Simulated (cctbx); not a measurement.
**Interatomic vectors of Ho5Be19**

Space group P6_3/mmc (no. 194), a = 4.7910 Å, b = 4.7910 Å, c = 31.0690 Å, α = 90.00°, β = 90.00°, γ = 120.00°, content Ho10 Be38.

Simulated single-crystal data (cctbx): Mo Kα, λ = 0.71073 Å, to d = 0.6 Å, 95 % of the full sphere, strongest reflection 5000 counts, noise from counting, a 1.5 % proportional error and a noise floor of 2 counts (s.d.); no absorption.

Patterson synthesis from sharpened amplitudes, origin scaled to 1000:

```text
Patterson group P 6/m m m
      u       v       w   height  length (A)
  0.000   0.000   0.000   1000.0     0.00
  0.000   0.000   0.114    672.8     3.53
  0.333   0.667   0.500    510.0    15.78
  0.000   0.000   0.230    506.8     7.14
  0.000   0.000   0.345    387.3    10.71
  0.333   0.667   0.387    344.6    12.33
  0.333   0.667   0.270    255.0     8.84
  0.000   0.000   0.454    196.9    14.11
  0.333   0.667   0.155    193.1     5.56
  0.333   0.667   0.047     95.4     3.12
  0.000   0.164   0.012     44.4     0.86
  0.000   0.000   0.027     44.3     0.83
  0.000   0.000   0.500     44.1    15.53
  0.333   0.667   0.000     41.8     2.77
```

**Question.** Which atom pairs make the peaks, and where is the heaviest atom?

A peak at u stands for all pairs with xi − xj = u, with weight Σ ZiZj against Σ Z² = 45498 at the origin. Peak heights follow these weights only roughly, since form factors, motion and series ripples differ, all vectors within 0.55 Å of a peak are counted as merged into it though the farther ones add only part of their weight, and F(000) is left out, which lowers the whole map:

| u | v | w | shortest length (Å) | height | 1000 ΣZiZj/ΣZ² | pairs in the cell |
| --- | --- | --- | --- | --- | --- | --- |
| 0.000 | 0.000 | 0.114 | 3.54 | 673 | 800 | 8 × Ho–Ho, 30 × Be–Be |
| 0.333 | 0.667 | 0.500 | 15.78 | 510 | 536 | 5 × Ho–Ho, 6 × Ho–Be, 21 × Be–Be |
| 0.000 | 0.000 | 0.230 | 7.15 | 507 | 598 | 6 × Ho–Ho, 16 × Be–Be |
| 0.000 | 0.000 | 0.345 | 10.72 | 387 | 395 | 4 × Ho–Ho |
| 0.333 | 0.667 | 0.387 | 12.34 | 345 | 436 | 4 × Ho–Ho, 6 × Ho–Be, 17 × Be–Be |
| 0.333 | 0.667 | 0.270 | 8.83 | 255 | 323 | 3 × Ho–Ho, 4 × Ho–Be, 9 × Be–Be |
| 0.000 | 0.000 | 0.454 | 14.11 | 197 | 197 | 2 × Ho–Ho |
| 0.333 | 0.667 | 0.155 | 5.55 | 193 | 209 | 2 × Ho–Ho, 2 × Ho–Be |
| 0.333 | 0.667 | 0.047 | 3.13 | 95 | 99 | 1 × Ho–Ho |

The table stops at ten peaks or at a height of 45, below which ripples compete. In the model behind the data Ho, the heaviest element, has 3 independent sites: (1/3, 2/3, 0.0225), (1/3, 2/3, 0.1324) and (2/3, 1/3, 3/4), up to an allowed shift of origin; the Ho–Ho vectors are differences of these positions and their symmetry mates. The whole model:

```csv
atom,mult.,x,y,z,Ueq (Å²)
Ho1,4,1/3,2/3,0.0225,0.0033
Ho2,4,1/3,2/3,0.1324,0.0025
Ho3,2,2/3,1/3,3/4,0.0029
Be1,12,0.3320,0.1660,0.1891,0.0071
Be2,12,0.3129,0.1565,0.0664,0.0062
Be3,4,1/3,2/3,0.8722,0.0062
Be4,4,0,0,0.1283,0.0074
Be5,2,2/3,1/3,1/4,0.0074
Be6,2,0,0,3/4,0.0076
Be7,2,0,0,0,0.0078
```

The model was made for the exercise: a known structure type with other elements put in, its volume estimated, not relaxed; displacement parameters are assumed.

[Logs are printed without paths, hosts, clocks, repeated set-up lines and the standing remarks that a program may print on its own settings, such as how far it seeks lower states.]
